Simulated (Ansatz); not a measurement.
# K on W(110): change of the work function, part 2 of 3

Wanted: Δφ(θ) for K/W(110), starting from the hollow site.

Ansatz 0.2.0; plane-wave DFT, PBE, Ansatz PAW.

So far, work function, upper face (eV): step 2 (the clean slab) 4.84.

### 3. Adsorbate added, k-mesh 4×4×1, coverage 0.111 ML

System of this step: KW36 (K/W(110)). The cell holds 37 atoms: 36 W and 1 K. Its edges and angles: a = 8.210 Å, b = 8.210 Å, c = 28.138 Å, α = 90.0°, β = 90.0°, γ = 70.5°. Vacuum lies along c.

The clean slab as it ended is repeated in the plane and the adsorbate is set on one face; the cell's size fixes the coverage, and the k-mesh shrinks with it to keep the sampling density about even. Adsorbate and upper layers relax, since the dipole depends on the height.

input.yaml

```yaml
crystal:
  lattice:
    - [6.7033722855, -4.74, 0.0]
    - [6.7033722855, 4.74, 0.0]
    - [0.0, 0.0, 28.1377360034]
  atoms:
    - { symbol: W, position: [0.0, 0.0, 0.3198551582] }
    - { symbol: W, position: [0.1666666667, 0.1666666667, 0.3992665731] }
    - { symbol: W, position: [0.0, 0.0, 0.4800241459] }
    - { symbol: W, position: [0.1666666667, 0.1666666667, 0.5579326488] }
    - { symbol: W, position: [0.0, 0.3333333333, 0.3198551582] }
    - { symbol: W, position: [0.1666666667, 0.5, 0.3992665731] }
    - { symbol: W, position: [0.0, 0.3333333333, 0.4800241459] }
    - { symbol: W, position: [0.1666666667, 0.5, 0.5579326488] }
    - { symbol: W, position: [0.0, 0.6666666667, 0.3198551582] }
    - { symbol: W, position: [0.1666666667, 0.8333333333, 0.3992665731] }
    - { symbol: W, position: [0.0, 0.6666666667, 0.4800241459] }
    - { symbol: W, position: [0.1666666667, 0.8333333333, 0.5579326488] }
    - { symbol: W, position: [0.3333333333, 0.0, 0.3198551582] }
    - { symbol: W, position: [0.5, 0.1666666667, 0.3992665731] }
    - { symbol: W, position: [0.3333333333, 0.0, 0.4800241459] }
    - { symbol: W, position: [0.5, 0.1666666667, 0.5579326488] }
    - { symbol: W, position: [0.3333333333, 0.3333333333, 0.3198551582] }
    - { symbol: W, position: [0.5, 0.5, 0.3992665731] }
    - { symbol: W, position: [0.3333333333, 0.3333333333, 0.4800241459] }
    - { symbol: W, position: [0.5, 0.5, 0.5579326488] }
    - { symbol: W, position: [0.3333333333, 0.6666666667, 0.3198551582] }
    - { symbol: W, position: [0.5, 0.8333333333, 0.3992665731] }
    - { symbol: W, position: [0.3333333333, 0.6666666667, 0.4800241459] }
    - { symbol: W, position: [0.5, 0.8333333333, 0.5579326488] }
    - { symbol: W, position: [0.6666666667, 0.0, 0.3198551582] }
    - { symbol: W, position: [0.8333333333, 0.1666666667, 0.3992665731] }
    - { symbol: W, position: [0.6666666667, 0.0, 0.4800241459] }
    - { symbol: W, position: [0.8333333333, 0.1666666667, 0.5579326488] }
    - { symbol: W, position: [0.6666666667, 0.3333333333, 0.3198551582] }
    - { symbol: W, position: [0.8333333333, 0.5, 0.3992665731] }
    - { symbol: W, position: [0.6666666667, 0.3333333333, 0.4800241459] }
    - { symbol: W, position: [0.8333333333, 0.5, 0.5579326488] }
    - { symbol: W, position: [0.6666666667, 0.6666666667, 0.3198551582] }
    - { symbol: W, position: [0.8333333333, 0.8333333333, 0.3992665731] }
    - { symbol: W, position: [0.6666666667, 0.6666666667, 0.4800241459] }
    - { symbol: W, position: [0.8333333333, 0.8333333333, 0.5579326488] }
    - { symbol: K, position: [0.28, 0.28, 0.6801448418] }
kpoints:
  mp_grid: { grid: [4, 4, 1] }
hamiltonian:
  xc: pbe
scf:
  occupations: { method: fermi_dirac, width: 0.1 }
  convergence: { dr2_threshold: 1.0e-08 }
efield:
  axis: 3
  dipole_correction: true
  ramp_position: 0.97
  ramp_width: 0.06
relax:
  f_tol: 0.02
  max_steps: 60
  constraints:
    - { sites: [0, 1, 4, 5, 8, 9, 12, 13, 16, 17, 20, 21, 24, 25, 28, 29, 32, 33] }
output:
  write_potential: true
  write_density: true
  volumetric_format: npy
```

Command:

```sh
$ ansatz run input.yaml --threads 4 --pin off --max-ram 16384MiB --backend cpu --events-out ev --progress --plain --runs-dir out
```

Standard output:

```text
[...]
Crystal: 37 atoms, lattice volume = 1788.096 Å³
Basis set: ecut = 420 eV, 34959 PW (Γ), exchange–correlation on 120×120×384 points (8 copies of the dense FFT grid, shifted against one another)
Bands: 308, of which v1, the nominal top of the filled ones, is band 257 counted from 1 (256 counted from 0)
Symmetry: 2 space group operations
[...]
k-points: 7 of 16 (time reversal used)
[...]
SCF iter   1: F=—  HF=-375368.365550 eV  |F-HF|=—  |Δ(HF+E_count)|=         —  Δρ=1.05e-2  dr2=6.14e1  ethr=1.77e-3  p=1.483 e·Å  D=1.50e-1 V/Å  ΔV_dip=-4.22 eV  dr2_dipole=2.65e1  V_vac-E_F(+/−)=1.08/5.30 eV  ⟨swp⟩=12.1  Hψ=11899  notcnv=0
[...]
SCF iter  11: F=-375367.165339 eV  HF=-375367.165339 eV  |F-HF|=1.46e-9  |Δ(HF+E_count)|=   1.23e-8  Δρ=1.50e-7  dr2=7.49e-10  ethr=1.95e-12  p=1.104 e·Å  D=1.12e-1 V/Å  ΔV_dip=-3.14 eV  dr2_dipole=1.68e-11  V_vac-E_F(+/−)=1.74/4.89 eV  ⟨swp⟩=10.4  Hψ=13706  notcnv=0
SCF 1 converged in 11 iterations: F = -375367.165339 eV  dr2 = 7.49e-10
[...]
relax step   1: F+E_penalty+E_count = -375367.16533918 eV  Δ(F+E_penalty+E_count) = +0.000e0 eV  max|allowed force component| = 5.246e-1 eV/Å  Δτ_max = 0.0000 Å  (11 SCF iters, accepted)
[...]
SCF iter   9: F=-375367.180013 eV  HF=-375367.180013 eV  |F-HF|=1.46e-9  |Δ(HF+E_count)|=   1.48e-8  Δρ=2.14e-7  dr2=1.54e-9  ethr=1.95e-12  p=1.055 e·Å  D=1.07e-1 V/Å  ΔV_dip=-3.01 eV  dr2_dipole=8.03e-12  V_vac-E_F(+/−)=1.88/4.89 eV  ⟨swp⟩=11.3  Hψ=15607  notcnv=0
SCF 2 converged in 9 iterations: F = -375367.180013 eV  dr2 = 1.54e-9
[...]
relax step   2: F+E_penalty+E_count = -375367.18001304 eV  Δ(F+E_penalty+E_count) = -1.467e-2 eV  max|allowed force component| = 4.086e-1 eV/Å  Δτ_max = 0.1058 Å  (9 SCF iters, accepted)
SCF iter   1: F=—  HF=-375367.260287 eV  |F-HF|=—  |Δ(HF+E_count)|=         —  Δρ=1.45e-3  dr2=1.48e-1  ethr=3.43e-4  p=1.055 e·Å  D=1.07e-1 V/Å  ΔV_dip=-3.01 eV  dr2_dipole=3.78e-2  V_vac-E_F(+/−)=1.89/4.90 eV  ⟨swp⟩=4.4  Hψ=4611  notcnv=0
[...]
SCF iter   9: F=-375367.258634 eV  HF=-375367.258634 eV  |F-HF|=9.60e-9  |Δ(HF+E_count)|=   2.36e-8  Δρ=3.54e-7  dr2=6.65e-9  ethr=1.95e-12  p=0.975 e·Å  D=9.87e-2 V/Å  ΔV_dip=-2.78 eV  dr2_dipole=4.14e-13  V_vac-E_F(+/−)=2.11/4.89 eV  ⟨swp⟩=11.9  Hψ=16017  notcnv=0
SCF 3 converged in 9 iterations: F = -375367.258634 eV  dr2 = 6.65e-9
[...]
relax step   3: F+E_penalty+E_count = -375367.25863436 eV  Δ(F+E_penalty+E_count) = -7.862e-2 eV  max|allowed force component| = 7.019e-2 eV/Å  Δτ_max = 0.1788 Å  (9 SCF iters, accepted)
[... from here on, the SCF cycles and remarks between the steps are left out ...]
relax step   4: F+E_penalty+E_count = -375367.26069492 eV  Δ(F+E_penalty+E_count) = -2.061e-3 eV  max|allowed force component| = 2.692e-2 eV/Å  Δτ_max = 0.0364 Å  (8 SCF iters, accepted)
relax step   5: F+E_penalty+E_count = -375367.26239493 eV  Δ(F+E_penalty+E_count) = -1.700e-3 eV  max|allowed force component| = 2.545e-2 eV/Å  Δτ_max = 0.0629 Å  (7 SCF iters, accepted)
relax step   6: F+E_penalty+E_count = -375367.26693098 eV  Δ(F+E_penalty+E_count) = -4.536e-3 eV  max|allowed force component| = 2.095e-2 eV/Å  Δτ_max = 0.1950 Å  (8 SCF iters, accepted)
relax step   7: F+E_penalty+E_count = -375367.27015932 eV  Δ(F+E_penalty+E_count) = -3.228e-3 eV  max|allowed force component| = 1.212e-2 eV/Å  Δτ_max = 0.1962 Å  (8 SCF iters, accepted)
relax step   8: F+E_penalty+E_count = -375367.27147435 eV  Δ(F+E_penalty+E_count) = -1.315e-3 eV  max|allowed force component| = 3.393e-2 eV/Å  Δτ_max = 0.1930 Å  (8 SCF iters, accepted)
relax step   9: F+E_penalty+E_count = -375367.27150578 eV  Δ(F+E_penalty+E_count) = -3.143e-5 eV  max|allowed force component| = 2.914e-2 eV/Å  Δτ_max = 0.0806 Å  (8 SCF iters, accepted)
relax step  10: F+E_penalty+E_count = -375367.27163760 eV  Δ(F+E_penalty+E_count) = -1.318e-4 eV  max|allowed force component| = 1.411e-2 eV/Å  Δτ_max = 0.0193 Å  (7 SCF iters, accepted)
SCF iter   1: F=—  HF=-375367.269025 eV  |F-HF|=—  |Δ(HF+E_count)|=         —  Δρ=9.38e-5  dr2=4.54e-4  ethr=1.01e-6  p=0.962 e·Å  D=9.73e-2 V/Å  ΔV_dip=-2.74 eV  dr2_dipole=8.30e-5  V_vac-E_F(+/−)=2.15/4.89 eV  ⟨swp⟩=3.1  Hψ=4385  notcnv=0
[...]
SCF iter   7: F=-375367.271698 eV  HF=-375367.271698 eV  |F-HF|=8.73e-10  |Δ(HF+E_count)|=   7.63e-9  Δρ=1.98e-7  dr2=1.85e-9  ethr=1.95e-12  p=0.958 e·Å  D=9.70e-2 V/Å  ΔV_dip=-2.73 eV  dr2_dipole=2.11e-11  V_vac-E_F(+/−)=2.16/4.89 eV  ⟨swp⟩=11.3  Hψ=15485  notcnv=0
SCF 11 converged in 7 iterations: F = -375367.271698 eV  dr2 = 1.85e-9
relax step  11: F+E_penalty+E_count = -375367.27169774 eV  Δ(F+E_penalty+E_count) = -6.013e-5 eV  max|allowed force component| = 8.433e-3 eV/Å  Δτ_max = 0.0213 Å  (7 SCF iters, accepted)
NSCF: frozen V_eff on 7 k-points
[...]
SCF converged after 7 iterations
Free energy (F): -375367.271698 eV
[...]
Internal energy: -375366.363539 eV  (E = F + TS)
E sigma→0 (E₀):  -375366.817619 eV
Entropy (-TS):   -0.908158 eV (-24.545 meV/atom)
Fermi energy:    5.043721 eV
Dipole field:    D = 0.096960 V/Å  (p = 0.958127 e·Å, saw-weighted, corrected)
Work function:   Φ+ = 2.1590 eV   Φ− = 4.8873 eV
[...]
--- Forces (eV/Å), atoms counted from 1 ---
  atom   1  W     -0.00151857     0.00000000     0.37197659
  atom   2  W     -0.02485289     0.00000000    -0.37329196
  atom   3  W     -0.00150346     0.00000000    -0.00003481
  atom   4  W      0.00021008     0.00000000    -0.00035749
  atom   5  W     -0.00039002    -0.00055314     0.36549173
  atom   6  W     -0.00011744     0.00812738    -0.36611452
  atom   7  W     -0.00237237     0.00030239    -0.00194512
  atom   8  W      0.00074000     0.00181428    -0.00116327
  atom   9  W     -0.00009923    -0.00442420     0.37018524
  atom  10  W      0.00434059     0.00040206    -0.36289826
  atom  11  W     -0.00188746     0.00143691    -0.00193952
  atom  12  W      0.00134365    -0.00048857     0.00202441
  atom  13  W     -0.00039002     0.00055314     0.36549173
  atom  14  W     -0.00011744    -0.00812738    -0.36611452
  atom  15  W     -0.00237237    -0.00030239    -0.00194512
  atom  16  W      0.00074000    -0.00181428    -0.00116327
  atom  17  W      0.00000001     0.00000000     0.34954779
  atom  18  W      0.02409643     0.00000000    -0.37209748
  atom  19  W      0.00552362     0.00000000    -0.00114330
  atom  20  W      0.00139866     0.00000000    -0.00444443
  atom  21  W      0.00037602    -0.00033619     0.36563883
  atom  22  W     -0.00402499    -0.00186508    -0.36273918
  atom  23  W      0.00080426     0.00680139    -0.00281567
  atom  24  W      0.00109943     0.00080182     0.00186221
  atom  25  W     -0.00009923     0.00442420     0.37018524
  atom  26  W      0.00434059    -0.00040206    -0.36289826
  atom  27  W     -0.00188746    -0.00143691    -0.00193952
  atom  28  W      0.00134365     0.00048857     0.00202441
  atom  29  W      0.00037602     0.00033619     0.36563883
  atom  30  W     -0.00402499     0.00186508    -0.36273918
  atom  31  W      0.00080426    -0.00680139    -0.00281567
  atom  32  W      0.00109943    -0.00080182     0.00186221
  atom  33  W      0.00145920     0.00000000     0.37211809
  atom  34  W      0.00084567     0.00000000    -0.36185648
  atom  35  W     -0.00805456     0.00000000    -0.00192579
  atom  36  W      0.00240344     0.00000000     0.00190289
  atom  37  K      0.00037194     0.00000000     0.00843306
  max |Σ_I F_I| component: 4.48e-6 eV/Å
--- Band table (eV; the first three rows and the last of 7) ---
  k-point 0: bands = [... 253 lower, 4.7739, 4.7796, 4.8553, 4.8584, 5.4120, 5.5670, 5.5737, 5.8601, ... 47 higher]
  k-point 1: bands = [... 253 lower, 5.0312, 5.0395, 5.0689, 5.0838, 5.1125, 5.2134, 5.3267, 5.3817, ... 47 higher]
  k-point 2: bands = [... 253 lower, 5.0342, 5.0532, 5.0674, 5.0855, 5.0942, 5.2613, 5.3027, 5.3040, ... 47 higher]
  k-point 6: bands = [... 253 lower, 4.5861, 4.6066, 4.8517, 4.8543, 4.8764, 4.8788, 5.0194, 5.0411, ... 47 higher]
--- Relaxed structure (11 steps of the walk, 11 accepted, 0 SCFs on fresh bases) ---
  F+E_penalty+E_count = -375367.27169774 eV   max|allowed force component| = 8.433e-3 eV/Å
  atoms:
    - { symbol: W, position: [0.0, 0.0, 0.3198551582] }
    - { symbol: W, position: [0.1666666667, 0.1666666667, 0.3992665731] }
    - { symbol: W, position: [6.564421e-5, 6.564421e-5, 0.480004] }
    - { symbol: W, position: [0.166628, 0.166628, 0.558242] }
    - { symbol: W, position: [-2.775558e-17, 0.333333, 0.3198551582] }
    - { symbol: W, position: [0.166667, 0.5, 0.3992665731] }
    - { symbol: W, position: [-0.000415454, 0.333319, 0.479904] }
    - { symbol: W, position: [0.166418, 0.500199, 0.557551] }
    - { symbol: W, position: [0.0, 0.6666666667, 0.3198551582] }
    - { symbol: W, position: [0.166667, 0.8333333333, 0.3992665731] }
    - { symbol: W, position: [-0.000278564, 0.666966, 0.479782] }
    - { symbol: W, position: [0.166917, 0.833032, 0.558392] }
    - { symbol: W, position: [0.333333, -2.775558e-17, 0.3198551582] }
    - { symbol: W, position: [0.5, 0.166667, 0.3992665731] }
    - { symbol: W, position: [0.333319, -0.000415454, 0.479904] }
    - { symbol: W, position: [0.500199, 0.166418, 0.557551] }
    - { symbol: W, position: [0.3333333333, 0.3333333333, 0.3198551582] }
    - { symbol: W, position: [0.5, 0.5, 0.3992665731] }
    - { symbol: W, position: [0.333301, 0.333301, 0.479675] }
    - { symbol: W, position: [0.499973, 0.499973, 0.558273] }
    - { symbol: W, position: [0.333333, 0.6666666667, 0.3198551582] }
    - { symbol: W, position: [0.500000, 0.833333, 0.3992665731] }
    - { symbol: W, position: [0.333398, 0.667006, 0.479912] }
    - { symbol: W, position: [0.499694, 0.833578, 0.558394] }
    - { symbol: W, position: [0.6666666667, 0.0, 0.3198551582] }
    - { symbol: W, position: [0.8333333333, 0.166667, 0.3992665731] }
    - { symbol: W, position: [0.666966, -0.000278564, 0.479782] }
    - { symbol: W, position: [0.833032, 0.166917, 0.558392] }
    - { symbol: W, position: [0.6666666667, 0.333333, 0.3198551582] }
    - { symbol: W, position: [0.833333, 0.500000, 0.3992665731] }
    - { symbol: W, position: [0.667006, 0.333398, 0.479912] }
    - { symbol: W, position: [0.833578, 0.499694, 0.558394] }
    - { symbol: W, position: [0.6666666667, 0.6666666667, 0.3198551582] }
    - { symbol: W, position: [0.8333333333, 0.8333333333, 0.3992665731] }
    - { symbol: W, position: [0.666632, 0.666632, 0.480011] }
    - { symbol: W, position: [0.833304, 0.833304, 0.558030] }
    - { symbol: K, position: [0.332619, 0.332619, 0.668790] }
```

Elapsed: 33 min, on 4 threads of Arm Neoverse V1, shared host; peak memory 10 GiB.

Relaxation path:

```
step  energy less that of the first step (eV)  largest force component (eV/Å)
   1                                   0.0000                          0.5246
   2                                  -0.0147                          0.4086
   3                                  -0.0933                          0.0702
   4                                  -0.0954                          0.0269
   5                                  -0.0971                          0.0254
   6                                  -0.1016                          0.0210
   7                                  -0.1048                          0.0121
   8                                  -0.1061                          0.0339
   9                                  -0.1062                          0.0291
  10                                  -0.1063                          0.0141
  11                                  -0.1064                          0.0084
```

The run keeps the 2 symmetry operations that the program found, so distortions that break them were not tested.

The atoms that moved most (Å):

```
atom     dx      dy      dz  length
 K37  0.705   0.000  -0.320   0.774
 W24  0.000   0.003   0.013   0.013
 W32  0.000  -0.003   0.013   0.013
 W28  0.000   0.003   0.013   0.013
 W12  0.000  -0.003   0.013   0.013
  W8  0.000   0.002  -0.011   0.011
 W16  0.000  -0.002  -0.011   0.011
 W19  0.000   0.000  -0.010   0.010
```

The relaxed structure:

```xyz
37
Lattice="6.7034 -4.7400 0.0000 6.7034 4.7400 0.0000 0.0000 0.0000 28.1377" Properties=species:S:1:pos:R:3
W     0.0000    0.0000    9.0000
W     2.2345    0.0000   11.2345
W     0.0009    0.0000   13.5062
W     2.2339    0.0000   15.7077
W     2.2345    1.5800    9.0000
W     4.4689    1.5800   11.2345
W     2.2316    1.5819   13.5034
W     4.4686    1.5821   15.6882
W     4.4689    3.1600    9.0000
W     6.7034    3.1600   11.2345
W     4.4691    3.1627   13.5000
W     6.7030    3.1574   15.7119
W     2.2345   -1.5800    9.0000
W     4.4689   -1.5800   11.2345
W     2.2316   -1.5819   13.5034
W     4.4686   -1.5821   15.6882
W     4.4689    0.0000    9.0000
W     6.7034    0.0000   11.2345
W     4.4685    0.0000   13.4970
W     6.7030    0.0000   15.7085
W     6.7034    1.5800    9.0000
W     8.9378    1.5800   11.2345
W     6.7061    1.5813   13.5036
W     8.9374    1.5826   15.7119
W     4.4689   -3.1600    9.0000
W     6.7034   -3.1600   11.2345
W     4.4691   -3.1627   13.5000
W     6.7030   -3.1574   15.7119
W     6.7034   -1.5800    9.0000
W     8.9378   -1.5800   11.2345
W     6.7061   -1.5813   13.5036
W     8.9374   -1.5826   15.7119
W     8.9378    0.0000    9.0000
W    11.1723    0.0000   11.2345
W     8.9374    0.0000   13.5064
W    11.1719    0.0000   15.7017
K     4.4593    0.0000   18.8182
```

Read from the output:

* energy at zero smearing: -375366.8176 eV
* work function, upper face: 2.159 eV
* work function, lower face: 4.887 eV
* dipole along the normal: 0.9581 e·Å
* step between the vacuum levels: -2.728 eV

Running mean over 2.234 Å of the planar mean; the ramp of the sawtooth is left out. Table of electron's electrostatic potential energy less the Fermi level by z:

```
z (Å)  electron's electrostatic potential energy less the Fermi level (eV)
  3.5                                                                 4.89
  4.0                                                                 4.89
  4.5                                                                 4.88
  5.0                                                                 4.88
  5.5                                                                 4.84
  6.0                                                                 4.74
  6.5                                                                 4.40
  7.0                                                                 3.27
  7.5                                                               -0.133
  8.0                                                                -5.75
  8.5                                                                -10.5
  9.0                                                                -12.2
  9.5                                                                -12.5
 10.0                                                                -12.6
 10.5                                                                -12.7
 11.0                                                                -12.7
 11.5                                                                -12.7
 12.0                                                                -12.5
 12.5                                                                -12.4
 13.0                                                                -12.6
 13.5                                                                -12.7
 14.0                                                                -12.9
 14.5                                                                -13.0
 15.0                                                                -12.8
 15.5                                                                -12.4
 16.0                                                                -11.5
 16.5                                                                -8.07
 17.0                                                                -2.67
 17.5                                                                 1.25
 18.0                                                                 2.27
 18.5                                                                 2.09
 19.0                                                                 1.79
 19.5                                                                 1.66
 20.0                                                                 1.83
 20.5                                                                 2.05
 21.0                                                                 2.13
 21.5                                                                 2.15
 22.0                                                                 2.16
 22.5                                                                 2.16
 23.0                                                                 2.16
 23.5                                                                 2.16
 24.0                                                                 2.16
 24.5                                                                 2.16
 25.0                                                                 2.16
```

The relaxation took 11 steps and lowered the energy by 0.11 eV; the largest force on the free atoms ends at 0.0084 eV/Å.

The covered face has 2.16 eV, -2.69 eV against the clean one; the bare back face has moved by -0.01 eV, a measure of how thin the slab is.

(Part 2 of 3 ends here.)

[Long decimals in the printed logs are rounded to 6 places.]

[Logs are printed without paths, hosts, clocks, repeated set-up lines and the standing remarks that a program may print on its own settings, such as how far it seeks lower states.]

[Hosts, paths, dates, database ids (printed as entryN), source tags and the programs' standing remarks are cut or masked in the printed files.]

[Maps of the electrostatic potential energy from Ansatz leave out the sawtooth potential of an applied field or a dipole correction, so their vacuum need not be flat; planar profiles and work functions include it.]
